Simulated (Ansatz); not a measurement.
# Li2NiCl4: Coulomb interactions for a low-energy model

How strongly does the rest of the crystal screen the Ni shell of Li2NiCl4?

Calculated with Ansatz 0.2.0; PBEsol, without spin polarisation; plane waves, no spin–orbit coupling.

This account leaves out most program logs.

### Step 1. Starting point

Symmetry: Cmmm, No. 65, orthorhombic system. The conventional cell has a = 7.342 Å, b = 10.314 Å, c = 3.578 Å, α = 90.00°, β = 90.00°, γ = 90.00°. Nearest to Li lie 6 Cl at 2.57 to 2.58 Å. Nearest to Ni lie 6 Cl at 2.43 to 2.44 Å. Cl has 2 Ni at 2.44 Å and 2 Li at 2.58 Å nearest. Nearest to Cl lie 1 Ni at 2.43 Å and 4 Li at 2.57 Å. invented: Li2MnBr4 (Cmmm) with Cl for Br, Ni for Mn. Farther neighbours and most contacts between anions are not listed.

Structure file:

```cif
data_structure
_symmetry_space_group_name_H-M 'Cmmm'
_symmetry_Int_Tables_number 65
_cell_length_a 7.3420
_cell_length_b 10.3143
_cell_length_c 3.5778
_cell_angle_alpha 90.000
_cell_angle_beta 90.000
_cell_angle_gamma 90.000
_cell_volume 270.94
loop_
_atom_site_label
_atom_site_type_symbol
_atom_site_symmetry_multiplicity
_atom_site_Wyckoff_symbol
_atom_site_fract_x
_atom_site_fract_y
_atom_site_fract_z
_atom_site_occupancy
Li1 Li 4 f 0.25000 0.75000 0.50000 1
Ni1 Ni 2 a 0.00000 0.00000 0.00000 1
Cl1 Cl 4 h 0.77334 0.00000 0.50000 1
Cl2 Cl 4 i 0.50000 0.73586 0.00000 1
```

This cell was built for the study (invented: Li2MnBr4 (Cmmm) with Cl for Br, Ni for Mn), not taken from an experiment; the compound need not form in this structure.

The cell was relaxed beforehand in Ansatz under PBE with U = 3.9 eV on Ni d, ortho-atomic projectors, from parallel moments.

### Step 2. The self-consistent run

Constrained RPA removes the screening that the model will treat itself, so the target bands must be set apart from the rest. This run gives the bands on the mesh of the screening.

Contents of input.yaml:

```yaml
crystal:
  lattice:
    - [3.670988302, -5.157139256, 0.0]
    - [3.670988302, 5.157139256, 0.0]
    - [0.0, 0.0, 3.577793728]
  atoms:
    - { symbol: Li, position: [0.5, 0.0, 0.5] }
    - { symbol: Li, position: [0.0, 0.5, 0.5] }
    - { symbol: Ni, position: [0.0, 0.0, 0.0] }
    - { symbol: Cl, position: [0.773342472, 0.773342472, 0.5] }
    - { symbol: Cl, position: [0.226657528, 0.226657528, 0.5] }
    - { symbol: Cl, position: [0.764136586, 0.235863414, 0.0] }
    - { symbol: Cl, position: [0.235863414, 0.764136586, 0.0] }
kpoints:
  mp_grid: { grid: [4, 4, 6] }
hamiltonian:
  xc: pbesol
scf:
  occupations: { method: fermi_dirac, width: 0.1 }
  n_extra_bands: 16
output:
  eigenvalues: true
  hubbard:
    sites: [{ species: Ni, l: d }, { species: Cl, l: p }]
    band_weights: true
  write_density: true
  write_potential: true
  elf: true
  volumetric_format: npy
magnetization:
  spin_polarized: false
```

On the command line:

```
> ansatz run input.yaml --threads 4 --pin off --max-ram 8192MiB --backend cpu --events-out ev --progress --plain --runs-dir out
```

It took 3.4 s on 4 threads of Arm Neoverse V1, shared host; peak memory 0.51 GiB.

Groups of bands that stay apart from their neighbours at every point of the mesh, lie near the Fermi energy and have the count of the wanted orbitals are tried as targets.

Valence density in the ab plane of the conventional cell at fractional z = 0.500, with atoms of Li and Cl within 0.2 Å of it. It is the smooth field of the valence electrons, not physical close to the nuclei.

Values in e/Å³, 13 rows by 16 columns, each cell a mean:
```
0.1 0.3 1.1 1.3 1.4 0.7 0.2 0.0 0.0 0.1 0.5 1.3 1.3 1.3 0.6 0.1
0.0 0.1 0.2 0.3 0.3 0.1 0.0 0.0 0.0 0.0 0.1 0.2 0.3 0.2 0.1 0.0
0.1 0.0 0.1 1.1 1.8 0.2 0.0 0.0 0.0 0.0 0.1 1.1 1.8 0.2 0.0 0.0
0.0 0.0 0.1 2.2 3.7 0.4 0.0 0.1 0.1 0.0 0.1 2.2 3.7 0.4 0.0 0.0
0.0 0.0 0.1 0.1 0.1 0.1 0.1 0.0 0.0 0.1 0.1 0.1 0.1 0.1 0.0 0.0
0.0 0.1 0.3 0.9 1.2 1.0 0.4 0.1 0.1 0.2 0.7 1.2 1.1 0.5 0.1 0.0
0.0 0.1 0.6 1.6 0.8 1.5 0.8 0.2 0.1 0.5 1.4 0.9 1.4 1.0 0.2 0.0
0.0 0.1 0.2 0.7 1.0 0.7 0.3 0.1 0.1 0.2 0.5 0.9 0.8 0.4 0.1 0.0
0.0 0.0 0.0 0.1 0.1 0.1 0.0 0.0 0.0 0.0 0.1 0.1 0.1 0.1 0.0 0.0
0.1 0.0 0.1 2.8 4.7 0.5 0.0 0.1 0.1 0.0 0.1 2.8 4.7 0.5 0.0 0.1
0.0 0.0 0.1 0.4 0.7 0.1 0.0 0.0 0.0 0.0 0.0 0.4 0.7 0.1 0.0 0.0
0.0 0.1 0.3 0.5 0.4 0.2 0.1 0.0 0.0 0.0 0.1 0.3 0.5 0.4 0.2 0.1
0.1 0.4 1.3 1.1 1.4 0.9 0.2 0.0 0.0 0.1 0.5 1.5 1.1 1.4 0.7 0.2
```
Columns run along a (7.3 Å), rows up along b (10.3 Å), edges of the conventional cell, whose origin can differ from the input's. Atoms in or near the plane, at fractional coordinates: Li at (0.25, 0.75), Li at (0.75, 0.25), Li at (0.25, 0.25), Li at (0.75, 0.75), Cl at (0.27, 0.50), Cl at (0.77, 0.00), Cl at (0.23, 0.00), Cl at (0.73, 0.50).

ELF in the ab plane of the conventional cell at fractional z = 0.500, with atoms of Li and Cl within 0.2 Å of it. It is the smooth field of the valence electrons, not physical close to the nuclei.

Ten even steps from '0' (0.01) to '9' (0.97), each cell a mean:
```
14876798500379867862
02688987300168988741
00367863100025787410
00012210000001121000
00003410000000341000
00029960000002995000
00017840000001784000
00001100000000110000
00024442000013443100
00378886200147888510
02689888510378889840
03798458621487468850
03798678621487679850
01689887410268898730
00257874100036786310
00011210000001221000
00003410000000341000
00029950000002996000
00017840000001784000
00001100000000110000
00134431000002444200
01478885100037888620
03788898400268988851
14874688500379845862
```
Columns run along a (7.3 Å), rows up along b (10.3 Å), edges of the conventional cell, whose origin can differ from the input's. Atoms in or near the plane, at fractional coordinates: Li at (0.25, 0.75), Li at (0.75, 0.25), Li at (0.25, 0.25), Li at (0.75, 0.75), Cl at (0.27, 0.50), Cl at (0.77, 0.00), Cl at (0.23, 0.00), Cl at (0.73, 0.50).

### Step 3. Target: d shell, bands v4 to c1 (loose bound)

The whole shell is the model, so no transition inside it screens. The screening is solved for all empty bands at once, to a loose bound.

input.yaml: that of step 2 with these lines changed.

```diff
@@ -22,9 +22,7 @@
   eigenvalues: true
-  hubbard:
-    sites: [{ species: Ni, l: d }, { species: Cl, l: p }]
-    band_weights: true
-  write_density: true
-  write_potential: true
-  elf: true
-  volumetric_format: npy
+  crpa:
+    kmesh: [4, 4, 6]
+    target_bands: [v4, c1]
+    projections: [{ species: Ni, l: d }]
+    accuracy: low
 magnetization:
```

It took 16 min on 4 threads; peak memory 0.91 GiB.

On average 80 % of these bands' weight lies on the d shell and 19 % on ligand p.

crpa.toml:

```text
format = "ansatz-crpa/5"
scheme = "band"
gauge = "projected_orbitals"
pair_densities = "all_electron"
channels = "unpolarised"
target_bands = [23, 27] # 1-based inclusive; [v4, c1]
n_wann = 5
kmesh = [4, 4, 6]
coulomb_singularity = "probe_charge" # how the value at q + G = 0 is made
n_bands = 54 # of the sum over states
n_bands_solved = 59 # n_bands and the guard bands above it
multiplets_cut = [] # where n_bands ends inside a multiplet, whose members the sum reads at an even weight
ecut_chi_ev = 136.0 # of the sum over states
n_g_chi_min = 472 # of the sum over states
n_g_chi_max = 506 # of the sum over states
occupation_method = "tetrahedron_uncorrected" # the fill of the pass's bands
window_electrons = 8.0
eps_inv_head = 0.30521738589163566 # over all bands where the run has bounds, under no bound itself
head_ev = 0.5269262505224384 # what the value at q + G = 0 adds to the screened u_ev, u_prime_ev and u_bar_ev
gauge_min_gram_eig = 0.5915305017460557
accuracy = "low"
bounded_pairs = "on_site"
relative_bound_asked = 0.05 # of a bounded pair's interaction with itself less a negative term about q + G = 0
relative_bound = 0.02818083884014315 # the widest that a transfer ended at; inf where a lower bound tells none
atom_cut_share = 0.01280303303412534 # the most of relative_bound that the cut of the atoms' weakest response takes off q + G = 0
n_iterations_per_q = [2, 2, 2, 2, 2, 2, 2, 2, 2, 2, 2, 2, 2, 2, 2, 2, 2, 2, 2, 2, 2, 2, 2, 2, 2, 2, 2, 2, 2, 2, 2, 2, 2, 2, 2, 2, 2, 2, 2, 2, 2, 2, 2, 2, 2, 2, 2, 2, 2, 2, 2, 2, 2, 2, 2, 2, 2, 2, 2, 2, 2, 2, 2, 2, 2, 2, 2, 2, 2, 2, 2, 2, 2, 2, 2, 2, 2, 2, 2, 2, 2, 2, 2, 2, 2, 2, 2, 2, 2, 2, 2, 2, 2, 2, 2, 2] # Sternheimer iterations of each transfer, or of the one that it is turned from
solved_q = [0, 1, 2, 3, 6, 7, 8, 9, 12, 13, 14, 15, 30, 31, 32, 33, 36, 37, 38, 39, 42, 43, 44, 45, 60, 61, 62, 63] # counted from 0 in that order: the transfers that were solved themselves
n_responses = 1672 # of points of the mesh and spins, over the transfers in solved_q
omitted_band_gap_ev = 14.828959196258793 # the levels above the bands read over the highest of their spin channel that holds electrons, at the least
largest_band_residual_ev = 6.059366691661139e-6
dielectric_floor = 0.9439841557894403 # under the dielectric matrices' eigenvalues off q + G = 0

[[shells]]
site = 2 # counted from 0, as a deck's `site` is
l = "d"
label = "3D" # of the pseudo-atomic shell
wannier_functions = [1, 2, 3, 4, 5] # counted from 1, as the tensor files' indices are
mr = [1, 2, 3, 4, 5] # each function's real harmonic by wannier90's number, 1 to 2l+1, in the order of wannier_functions

[shells.screened]
u_ev = 4.652842073140613
u_prime_ev = 3.5849616525608567
j_ev = 0.5191321617723501
u_bar_ev = 3.7985377366768076
j_bar_ev = 0.7327082458883014

[shells.screened_half_width]
u_ev = 0.08834834595509791
u_prime_ev = 0.08771930115707385
j_ev = 0.007516631550316404
u_bar_ev = 0.07580947223893823
j_bar_ev = 0.010651349979356321

[shells.bare]
v_ev = 19.843041795514086
v_prime_ev = 18.408565657499096
j_ev = 0.6630994039226119
v_bar_ev = 18.695460885102094
j_bar_ev = 0.9499946315256098
```

```
shell  U (eV)  U′ (eV)  J (eV)  bare U (eV)  bare J (eV)
Ni3 d    4.65     3.58    0.52        19.84         0.66
```

### Step 4. Target: d shell, bands v4 to c1 (sum over bands, screening cutoff 68 eV, 60 empty bands)

The whole shell is the model, so no transition inside it screens. The screening is summed over a limited number of empty bands, which is cheaper and leaves a tail out.

input.yaml: that of step 3 with these lines changed.

```diff
@@ -26,3 +26,5 @@
     projections: [{ species: Ni, l: d }]
-    accuracy: low
+    accuracy: sum_over_states
+    n_empty_bands: 60
+    ecut_chi: 68
 magnetization:
```

Run time: 68 s. Hardware: 4 threads; peak memory 0.87 GiB.

On average 80 % of these bands' weight lies on the d shell and 19 % on ligand p.

crpa.toml:

```text
format = "ansatz-crpa/5"
scheme = "band"
gauge = "projected_orbitals"
pair_densities = "all_electron"
channels = "unpolarised"
target_bands = [23, 27] # 1-based inclusive; [v4, c1]
n_wann = 5
kmesh = [4, 4, 6]
coulomb_singularity = "probe_charge" # how the value at q + G = 0 is made
n_bands = 86 # of the sum over states
n_bands_solved = 91 # n_bands and the guard bands above it
multiplets_cut = [] # where n_bands ends inside a multiplet, whose members the sum reads at an even weight
ecut_chi_ev = 68.0 # of the sum over states
n_g_chi_min = 160 # of the sum over states
n_g_chi_max = 181 # of the sum over states
occupation_method = "tetrahedron_uncorrected" # the fill of the pass's bands
window_electrons = 8.000000000000005
eps_inv_head = 0.30600441950709606 # over all bands where the run has bounds, under no bound itself
head_ev = 0.5282530212124239 # what the value at q + G = 0 adds to the screened u_ev, u_prime_ev and u_bar_ev
gauge_min_gram_eig = 0.5915305017446202
accuracy = "sum_over_states" # no bound

[[shells]]
site = 2 # counted from 0, as a deck's `site` is
l = "d"
label = "3D" # of the pseudo-atomic shell
wannier_functions = [1, 2, 3, 4, 5] # counted from 1, as the tensor files' indices are
mr = [1, 2, 3, 4, 5] # each function's real harmonic by wannier90's number, 1 to 2l+1, in the order of wannier_functions

[shells.screened]
u_ev = 5.017496582237824
u_prime_ev = 3.8802538148886008
j_ev = 0.5552702955587857
u_bar_ev = 4.107702368358446
j_bar_ev = 0.7827188490286303

[shells.bare]
v_ev = 19.843041789226163
v_prime_ev = 18.408565651620755
j_ev = 0.6630994036289175
v_bar_ev = 18.695460879141837
j_bar_ev = 0.9499946311499992
```

```
shell  U (eV)  U′ (eV)  J (eV)  bare U (eV)  bare J (eV)
Ni3 d    5.02     3.88    0.56        19.84         0.66
```

### Step 5. Target: tried as d shell, bands v4 to c1 (tighter bound)

This window is tried by its count of bands; whether the orbitals span it shows in the run. The bound on the screening is tightened.

input.yaml: that of step 4 with these lines changed.

```diff
@@ -26,5 +26,3 @@
     projections: [{ species: Ni, l: d }]
-    accuracy: sum_over_states
-    n_empty_bands: 60
-    ecut_chi: 68
+    accuracy: medium
 magnetization:
```

The job ended after 27 min (4 threads; peak memory 0.97 GiB).

The run was stopped unfinished when the time set aside for it ran out, so what it printed is not taken as a result.

### Step 6. Target: tried as d shell with ligand p, bands v16 to c1 (loose bound)

This window is tried by its count of bands; whether the orbitals span it shows in the run. The screening is solved for all empty bands at once, to a loose bound.

input.yaml: that of step 5 with these lines changed.

```diff
@@ -24,5 +24,5 @@
     kmesh: [4, 4, 6]
-    target_bands: [v4, c1]
-    projections: [{ species: Ni, l: d }]
-    accuracy: medium
+    target_bands: [v16, c1]
+    projections: [{ species: Ni, l: d }, { species: Cl, l: p }]
+    accuracy: low
 magnetization:
```

The job ended after 13 min (4 threads; peak memory 1.2 GiB).

The run was stopped unfinished when the time set aside for it ran out, so what it printed is not taken as a result.

### Step 7. All models together

```
 target                                                settings  U(Ni) (eV)  J (eV)  U over bare U  CPU time
d shell                                             loose bound        4.65    0.52           0.23    63 min
d shell  sum over bands, screening cutoff 68 eV, 60 empty bands        5.02    0.56           0.25   4.3 min
```

### Step 8. Summary of results

* U(Ni), d shell: 4.65 eV
* J(Ni), d shell: 0.519 eV

**Reading.** For Ni in Li2NiCl4 the d shell model has U = 4.65 eV and J = 0.52 eV. In the d shell model screening cuts U from 19.8 to 4.65 eV, while J keeps 78 % of its bare value, since exchange moves no net charge and is hard to screen. The plain sum over bands gives 5.02 eV, +8 % from the bounded value, at 0.069 times its CPU time. The open shell is treated without spin polarisation, as is usual for a model's starting point; a magnetic state would screen otherwise. The values are static and belong to projected orbitals on a coarse mesh, with which they are not converged; they are not the U of linear response.

[Logs and program files are shortened in this print: banners, set-up blocks, solver, clock and traceback lines can be left out without a mark of their own.]

[Logs are printed without paths, hosts, clocks, repeated set-up lines and the standing remarks that a program may print on its own settings, such as how far it seeks lower states.]

[Hosts, paths, dates, database ids (printed as entryN), source tags and the programs' standing remarks are cut or masked in the printed files.]

[Where a cell is said to come from a database of computed structures, the database is the Materials Project.]
